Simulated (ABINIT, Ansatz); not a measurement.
# Rb2NaYF6 (Fm-3m): one start, several treatments of the self-energy, part 2 of 2

Wanted: the gap of Rb2NaYF6 (Fm-3m) under several approximations, with cost.

ABINIT 10.8.3; PBEsol and many-body steps on it, plane waves. Known limits of the many-body steps: not at the basis limit; no spin-orbit coupling; coarse k mesh.

So far. Step 5 (G0W0, von der Linden-Horsch plasmon pole): Against G0W0 in ABINIT (2×2×2 mesh, 187 bands, screening to 141.5 eV, Godby-Needs plasmon pole), the gap moves by +0.170 eV. Step 6 (G0W0, Engel-Farid plasmon pole): Against G0W0 in ABINIT (2×2×2 mesh, 187 bands, screening to 141.5 eV, Godby-Needs plasmon pole), the gap moves by −0.010 eV.

**7. One-shot Hartree-Fock**

This step: one-shot Hartree-Fock on PBEsol, plane waves, norm-conserving pseudopotentials.

Input file run.abi:

```
acell 3*1.0 Angstrom
rprim 
  -0.000000000000 4.447500000000 4.447500000000
  4.447500000000 -0.000000000000 4.447500000000
  4.447500000000 4.447500000000 -0.000000000000
ntypat 4
znucl 37 11 39 9
natom 10
typat 1 1 2 3 4 4 4 4 4 4
xred 
  0.250000000000 0.250000000000 0.250000000000
  0.750000000000 0.750000000000 0.750000000000
  0.500000000000 0.500000000000 0.500000000000
  0.000000000000 -0.000000000000 -0.000000000000
  0.756000000000 0.244000000000 0.244000000000
  0.244000000000 0.756000000000 0.244000000000
  0.244000000000 0.756000000000 0.756000000000
  0.756000000000 0.244000000000 0.756000000000
  0.244000000000 0.244000000000 0.756000000000
  0.756000000000 0.756000000000 0.244000000000
pp_dirpath "pseudos"
pseudos "Rb.upf, Na.upf, Y.upf, F.upf"
ecut 38
ngkpt 2 2 2
nshiftk 1
shiftk 0 0 0
kptopt 1
chksymbreak 0
istwfk *1
occopt 1
irdwfk 1
optdriver 4
nband 44
gwcalctyp 5
ecutsigx 38
symsigma 1
nkptgw 1
kptgw 
  0.0000000000 0.0000000000 0.0000000000
bdgw 
  38 44
ixc_sigma 40
fftgw 31
indata_prefix "in"
outdata_prefix "out"
tmpdata_prefix "tmp"
```

The run is started by

```bash
OMP_NUM_THREADS=1 mpirun -n 8 abinit run.abi > log
```

Numbers of over 12 decimals in the logs are rounded to 6 here.

The program printed:

```text
.Version 10.8.3 of ABINIT. v10.8.2 released Aug 2026.

 Symmetries : space group Fm -3 m (#225); Bravais cF (face-center cubic)
[... echo of the input left out ...]
== DATASET  1 ==================================================================
-   mpi_nproc: 8, omp_nthreads: 1 (-1 if OMP is not activated)

--- !DatasetInfo
iteration_state: {dtset: 1, }
dimensions: {natom: 10, nkpt: 3, mband: 44, nsppol: 1, nspinor: 1, nspden: 1, mpw: 13323, }
cutoff_energies: {ecut:  38.0, pawecutdg:  -1.0, }
[...]
42   7.080 -13.543  -7.561   0.000   1.000   0.000  -7.561   5.981  13.061
       43   7.080 -13.543  -7.561   0.000   1.000   0.000  -7.561   5.981  13.061
       44   7.080 -13.543  -7.561   0.000   1.000   0.000  -7.561   5.981  13.061

== END DATASET(S) ==============================================================
================================================================================

 -outvars: echo values of variables after computation  --------
           etotal      0.0000000000E+00
            nband          44
             nkpt           3
          spgroup         225
 [... the other variables as echoed above ...]

 Calculation completed.
```

It took 8.8 s on 8 MPI ranks of Intel Xeon Platinum 8259CL at 2.50GHz (Skylake/Cascade Lake), shared host; peak memory 2.5 GiB; 68 s of CPU time.

Numbers from this step:

| Property | Result |
| --- | --- |
| quasiparticle gap on the points computed | 18.19 eV |
| starting gap on the mesh | 6.522 eV |
| k of the valence top | 0, 0, 0 |
| k of the conduction bottom | 0, 0, 0 |
| least direct quasiparticle gap on the computed points | 18.19 eV |

Against G0W0 in ABINIT (2×2×2 mesh, 187 bands, screening to 141.5 eV, Godby-Needs plasmon pole), the gap moves by +8.343 eV.

**8. Screening, 2×2×2 mesh, 187 bands, screening to 141.5 eV**

This step: RPA screening on PBEsol, plane waves, norm-conserving pseudopotentials.

run.abi: that of step 7 with these lines changed.

```diff
@@ -31,14 +31,14 @@
 irdwfk 1
-optdriver 4
-nband 44
-gwcalctyp 5
-ecutsigx 38
-symsigma 1
-nkptgw 1
-kptgw 
-  0.0000000000 0.0000000000 0.0000000000
-bdgw 
-  38 44
-ixc_sigma 40
-fftgw 31
+optdriver 3
+nband 187
+ecuteps 5.2
+inclvkb 2
+awtr 1
+symchi 1
+gwcalctyp 2
+nfreqre 16
+freqremax 40 eV
+nfreqim 8
+spmeth 1
+nomegasf 120
 indata_prefix "in"
```

The program printed:

```text
.Version 10.8.3 of ABINIT. v10.8.2 released Aug 2026.

 Symmetries : space group Fm -3 m (#225); Bravais cF (face-center cubic)
[... echo of the input left out ...]
== DATASET  1 ==================================================================
-   mpi_nproc: 8, omp_nthreads: 1 (-1 if OMP is not activated)

--- !DatasetInfo
iteration_state: {dtset: 1, }
dimensions: {natom: 10, nkpt: 3, mband: 187, nsppol: 1, nspinor: 1, nspden: 1, mpw: 13323, }
cutoff_energies: {ecut:  38.0, pawecutdg:  -1.0, }
electrons: {nelect:   8.00000000E+01, charge:   0.00000000E+00, occopt:   1.00000000E+00, tsmear:   1.00000000E-02, }

 SCREENING: Calculation of the susceptibility and dielectric matrices

 Based on a program developped by R.W. Godby, V. Olevano, G. Onida, and L. Reining.
 Incorporated in ABINIT by V. Olevano, G.-M. Rignanese, and M. Torrent.
.Using double precision arithmetic ; gwpc =  8

[... cell and pseudopotentials left out ...]
--------------------------------------------------------------------------------

 ==== K-mesh for the wavefunctions ====
 Number of points in the irreducible wedge :     3
[... list of points left out ...]
 Together with 48 symmetry operations and time-reversal symmetry
 yields     8 points in the full Brillouin Zone.

 ==== Q-mesh for the screening function ====
 Number of points in the irreducible wedge :     3
[... list of points left out ...]
 Together with 48 symmetry operations and time-reversal symmetry
 yields     8 points in the full Brillouin Zone.

 setmesh: FFT mesh size selected  =    45x   45x   45
          total number of points  =        91125

 vcoul_init : cutoff-mode = AUXILIARY_FUNCTION
 q-points for optical limit:   1
     1)      0.000010    0.000020    0.000030

- screening: taking advantage of time-reversal symmetry
- Maximum band index for partially occupied states nbvw = 40
- Remaining bands to be divided among processors   nbcw = 147
- Number of bands treated by each node ~18

 Number of electrons calculated from density =   80.0000; Expected =   80.0000
 average of density, n =  0.067378
 r_s =    1.5245
 omega_plasma =   25.0388 [eV]

 calculating chi0 at frequencies [eV] :
  1    0.000000E+00    0.000000E+00
  2    2.666667E+00    0.000000E+00
  3    5.333333E+00    0.000000E+00
[...]
23    0.000000E+00    6.376944E+01
 24    0.000000E+00    8.978807E+01

--------------------------------------------------------------------------------
  q-point number  1        q = ( 0.000000, 0.000000, 0.000000) [r.l.u.]
--------------------------------------------------------------------------------
[... chi0 elements left out ...]
  [... further frequencies ...]

 No. of calculated frequencies >  15, stop printing
 For q-point:  0.000010 0.000020 0.000030
  dielectric constant =   2.0467
  dielectric constant without local fields =   2.2634

  Average fulfillment of the sum rule on Im[epsilon] for q-point    1 :     48.73  [%]
[... wings left out ...]
  q-point number  2        q = ( 0.500000, 0.000000, 0.000000) [r.l.u.]
--------------------------------------------------------------------------------
[... chi0 elements left out ...]
  [... further frequencies ...]

 No. of calculated frequencies >  15, stop printing
  Average fulfillment of the sum rule on Im[epsilon] for q-point    2 :     53.45  [%]

 [... 1 further q-points ...]
```

Wall time 2 min (8 MPI ranks); peak memory 9.1 GiB.

This step gave:

```
ε∞ with local fields, on this mesh, along the program's q direction : 2.047
the same without local fields                                       : 2.263
plasma frequency                                                    : 25.04 eV
plane waves in the screening matrix                                 : 645
```

**9. G0W0, contour deformation**

This step: G0W0 on PBEsol, plane waves, norm-conserving pseudopotentials.

run.abi: that of step 8 with these lines changed.

```diff
@@ -31,14 +31,15 @@
 irdwfk 1
-optdriver 3
+optdriver 4
 nband 187
+gwcalctyp 2
+ecutsigx 38
+symsigma 1
+nkptgw 1
+kptgw 
+  0.0000000000 0.0000000000 0.0000000000
+bdgw 
+  38 44
 ecuteps 5.2
-inclvkb 2
-awtr 1
-symchi 1
-gwcalctyp 2
-nfreqre 16
-freqremax 40 eV
-nfreqim 8
-spmeth 1
-nomegasf 120
+irdscr 1
+gwmem 01
 indata_prefix "in"
```

The program printed:

```text
.Version 10.8.3 of ABINIT. v10.8.2 released Aug 2026.

 Symmetries : space group Fm -3 m (#225); Bravais cF (face-center cubic)
[... echo of the input left out ...]
== DATASET  1 ==================================================================
-   mpi_nproc: 8, omp_nthreads: 1 (-1 if OMP is not activated)

--- !DatasetInfo
iteration_state: {dtset: 1, }
dimensions: {natom: 10, nkpt: 3, mband: 187, nsppol: 1, nspinor: 1, nspden: 1, mpw: 13323, }
cutoff_energies: {ecut:  38.0, pawecutdg:  -1.0, }
[...]
39  -1.244 -22.129 -29.447   5.114   0.785  -0.274 -23.859  -1.731  -2.974
[...]
44   7.080 -13.543  -7.561  -2.761   0.862  -0.161 -10.768   2.775   9.855
       44   0.000   0.000   0.000   0.000   0.000   0.000   0.000   0.000   0.000

== END DATASET(S) ==============================================================
================================================================================

 -outvars: echo values of variables after computation  --------
           etotal      0.0000000000E+00
            nband         187
             nkpt           3
          spgroup         225
 [... the other variables as echoed above ...]

 Calculation completed.
```

The job ended after 19 s (8 MPI ranks; peak memory 3.6 GiB).

Numbers from this step:

```
G0W0 gap on the points computed              : 9.816 eV
starting gap on the mesh                     : 6.522 eV
k of the valence top                         : 0, 0, 0
k of the conduction bottom                   : 0, 0, 0
least direct G0W0 gap on the computed points : 9.816 eV
```

Against G0W0 in ABINIT (2×2×2 mesh, 187 bands, screening to 141.5 eV, Godby-Needs plasmon pole), the gap moves by −0.034 eV.

**10. Side by side**

Times are wall times on 8 MPI ranks of Intel Xeon Platinum 8259CL at 2.50GHz (Skylake/Cascade Lake), shared host, good to a factor of about two. A run's time includes the screening step that it read.

| run | mesh | bands | screening cutoff (eV) | DFT gap (eV) | gap on the mesh (eV) | direct (eV) | ε∞ used | time |
| --- | --- | --- | --- | --- | --- | --- | --- | --- |
| G0W0, Godby-Needs plasmon pole | 2×2×2 | 187 | 141.5 | 6.522 | 9.850 | 9.850 | 2.05 | 1.8 min |
| G0W0, von der Linden-Horsch plasmon pole | 2×2×2 | 187 | 141.5 | 6.522 | 10.020 | 10.020 | 2.05 | 1.9 min |
| G0W0, Engel-Farid plasmon pole | 2×2×2 | 187 | 141.5 | 6.522 | 9.840 | 9.840 | 2.05 | 1.8 min |
| one-shot Hartree-Fock | 2×2×2 | - | - | 6.522 | 18.193 | 18.193 | - | 8.8 s |
| G0W0, contour deformation | 2×2×2 | 187 | 141.5 | 6.522 | 9.816 | 9.816 | 2.05 | 2.3 min |

**11. What came out**

* G0W0, Godby-Needs plasmon pole: 9.850 eV
* G0W0, von der Linden-Horsch plasmon pole: 10.020 eV
* G0W0, Engel-Farid plasmon pole: 9.840 eV
* one-shot Hartree-Fock: 18.193 eV
* G0W0, contour deformation: 9.816 eV
* known limits: not at the basis limit; no spin-orbit coupling; coarse k mesh

**Reading.** G0W0, von der Linden-Horsch plasmon pole: +0.170 eV against G0W0, Godby-Needs plasmon pole. G0W0, Engel-Farid plasmon pole: −0.010 eV against G0W0, Godby-Needs plasmon pole. One-shot Hartree-Fock: +8.343 eV against G0W0, Godby-Needs plasmon pole. G0W0, contour deformation: −0.034 eV against G0W0, Godby-Needs plasmon pole. Bare exchange alone opens the gap to 18.19 eV; against G0W0, correlation takes back 8.34 eV. Bands and cutoff are finite, so the gap is not at the basis limit. The miss can reach some tenths of an eV and take either sign; the mesh is an error of its own. In the G0W0 runs levels were corrected at 1 k point alone, so a gap called «on the mesh» is the least over those, and an edge elsewhere would be missed. The 2×2×2 mesh is coarse for this cell, which bears on the long-range parts of exchange and screening. The many-body steps are scalar-relativistic: spin-orbit coupling is not in them.

[Paths, hosts, dates, memory and timing lines, banners, echoed tables and standing remarks are left out of the program output.]

[Logs are printed without paths, hosts, clocks, repeated set-up lines and the standing remarks that a program may print on its own settings, such as how far it seeks lower states.]

[Runs of the session that timed out or met a known fault of the program may be left out.]

[Hosts, paths, dates, database ids (printed as entryN), source tags and the programs' standing remarks are cut or masked in the printed files.]

[G0W0 gaps are taken among the corrected bands and points alone; a level outside them can change the order at an edge.]

[Where Ansatz stands beside ABINIT at settings called matched, ABINIT's density can come from a denser mesh and the files from another edition; pairs whose starting gaps differed by over 0.03 eV were left out, so agreement reads better than it is.]
